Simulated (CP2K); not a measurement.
Two runs for the C K edge of 3-fluorocarbonylfuran. Run A: CP2K XAS_TDP, all-electron GAPW, PBEh(45%), aug-cc-pVDZ, TDA, no relativity. Run B differs in one setting.

First lines with a strength over 0.0015. A:

| atom | energy (eV) | states | strength, one atom |
| --- | --- | --- | --- |
| C2 (bonded to C, F and O) | 283.77 | 1 | 0.0697 |
|  | 288.39 | 1 | 0.0468 |
|  | 288.90 | 1 | 0.0058 |
|  | 289.89 | 1 | 0.0121 |
|  | 290.43 | 1 | 0.0031 |
| C4 (bonded to 3 C) | 281.81 | 1 | 0.0233 |
|  | 284.37 | 1 | 0.0053 |
|  | 285.36 | 1 | 0.0326 |
|  | 285.59 | 1 | 0.0029 |
|  | 286.34 | 1 | 0.0016 |
| C5 (bonded to 2 C and H) | 281.85 | 1 | 0.0509 |
|  | 284.91 | 1 | 0.0092 |
|  | 285.81 | 1 | 0.0037 |
|  | 286.28 | 1 | 0.0047 |
|  | 286.75 | 1 | 0.0047 |
| C6 (bonded to C, O and H) | 282.80 | 1 | 0.0540 |
|  | 285.94 | 1 | 0.0232 |
|  | 286.48 | 1 | 0.0200 |
|  | 287.14 | 1 | 0.0051 |
|  | 287.47 | 1 | 0.0032 |
| C8 (bonded to C, O and H) | 282.14 | 1 | 0.0564 |
|  | 286.49 | 1 | 0.0213 |
|  | 287.27 | 1 | 0.0168 |
|  | 287.64 | 1 | 0.0080 |
|  | 288.04 | 1 | 0.0024 |

B:

| atom | energy (eV) | states | strength, one atom |
| --- | --- | --- | --- |
| C2 (bonded to C, F and O) | 290.51 | 1 | 0.0681 |
|  | 295.14 | 1 | 0.0457 |
|  | 295.65 | 1 | 0.0057 |
|  | 296.63 | 1 | 0.0118 |
|  | 297.18 | 1 | 0.0031 |
| C4 (bonded to 3 C) | 287.53 | 1 | 0.0228 |
|  | 290.08 | 1 | 0.0052 |
|  | 291.08 | 1 | 0.0320 |
|  | 291.30 | 1 | 0.0028 |
|  | 292.06 | 1 | 0.0016 |
| C5 (bonded to 2 C and H) | 287.94 | 1 | 0.0498 |
|  | 291.00 | 1 | 0.0090 |
|  | 291.89 | 1 | 0.0036 |
|  | 292.37 | 1 | 0.0046 |
|  | 292.84 | 1 | 0.0046 |
| C6 (bonded to C, O and H) | 288.71 | 1 | 0.0529 |
|  | 291.86 | 1 | 0.0228 |
|  | 292.40 | 1 | 0.0196 |
|  | 293.06 | 1 | 0.0050 |
|  | 293.39 | 1 | 0.0032 |
| C8 (bonded to C, O and H) | 287.90 | 1 | 0.0552 |
|  | 292.25 | 1 | 0.0209 |
|  | 293.03 | 1 | 0.0165 |
|  | 293.40 | 1 | 0.0078 |
|  | 293.80 | 1 | 0.0023 |

Q: Which was it: the basis, scalar relativity switched on, GW2X switched on, the functional?

GW2X switched on. GW2X shifts an atom's lines together and keeps their spacings. Against PBEh(45%) in aug-cc-pVDZ, the leading lines move by +6.74 eV (C2, to 290.51), +5.72 eV (C4, to 287.53), +6.09 eV (C5, to 287.94), +5.91 eV (C6, to 288.71) and +5.76 eV (C8, to 287.90).

[Hosts, paths, dates, database ids (printed as entryN), source tags and the programs' standing remarks are cut or masked in the printed files.]
